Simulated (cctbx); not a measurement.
## Which space group?

Cell: a = 8.6860 Å, b = 14.9220 Å, c = 6.3190 Å, α = 90.00°, β = 91.45°, γ = 90.00°. Expected content of the cell: Tb20 Zn12.

The data are simulated with cctbx, not measured: Ga Kα, λ = 1.3414 Å, to d = 0.83 Å, 95 % of the full sphere, strongest reflection 5000 counts, noise from counting, a 2 % proportional error and a noise floor of 15 counts (s.d.); no absorption.

Tests on the unmerged data give:

```text
5720 reflections to d = 0.830 A
centring   violations  <I/sigma> of those
    A        893 of  2864      4.5
    B        893 of  2850      4.5
    C          0 of  2874      0.0
    I        918 of  2857      4.6
    R       1213 of  3783      4.6
    F        893 of  4294      3.0
Laue class    unique    Rint  (classes that these axes allow; Friedel mates merged)
C 1 2/m 1         787   0.051
space group    extra absences  I>4sigma  <I/sigma>
C 1 2 1                 0          0         -  acentric
C 1 m 1                 0          0         -  acentric
C 1 2/m 1               0          0         -  centric
Wilson B = 0.30 A^2   <|E^2-1|> = 0.881 (0.968 centric, 0.736 acentric)   E^2>4: 3.4 %
shell (A)         n   <I/sigma>
 7.51 - 1.65    103     21.9
 1.65 - 1.32     97     21.4
 1.32 - 1.15    100     15.0
 1.15 - 1.05     98     16.5
 1.05 - 0.97     91     13.7
 0.97 - 0.91    100     16.8
 0.91 - 0.87     95     12.7
 0.87 - 0.83    103     13.3
```

**Question.** What are the lattice type, the Laue class and the likely space group?

The reflections that C centring forbids are absent (⟨I/σ⟩ near 0), so the lattice is C.

Only C 1 2/m 1 fits these axes (Rint 0.051); a search for a hidden higher lattice was not made.

3 settings pass the absence test. No glide or screw absences show, which leaves C 1 2 1, C 1 m 1 and C 1 2/m 1.

⟨|E²−1|⟩ = 0.881 leans to a centrosymmetric structure. The Wilson B of 0.30 Å² means U ≈ 0.0038 Å².

The true group is C2/m (no. 12), Laue class 2/m, centrosymmetric. The tables only narrow the choice to the tied entries; cell content, site symmetry and trial solutions must settle it.

The model was made for the exercise: a known structure type with other elements put in, its volume estimated, not relaxed; displacement parameters are assumed.

[Logs are printed without paths, hosts, clocks, repeated set-up lines and the standing remarks that a program may print on its own settings, such as how far it seeks lower states.]
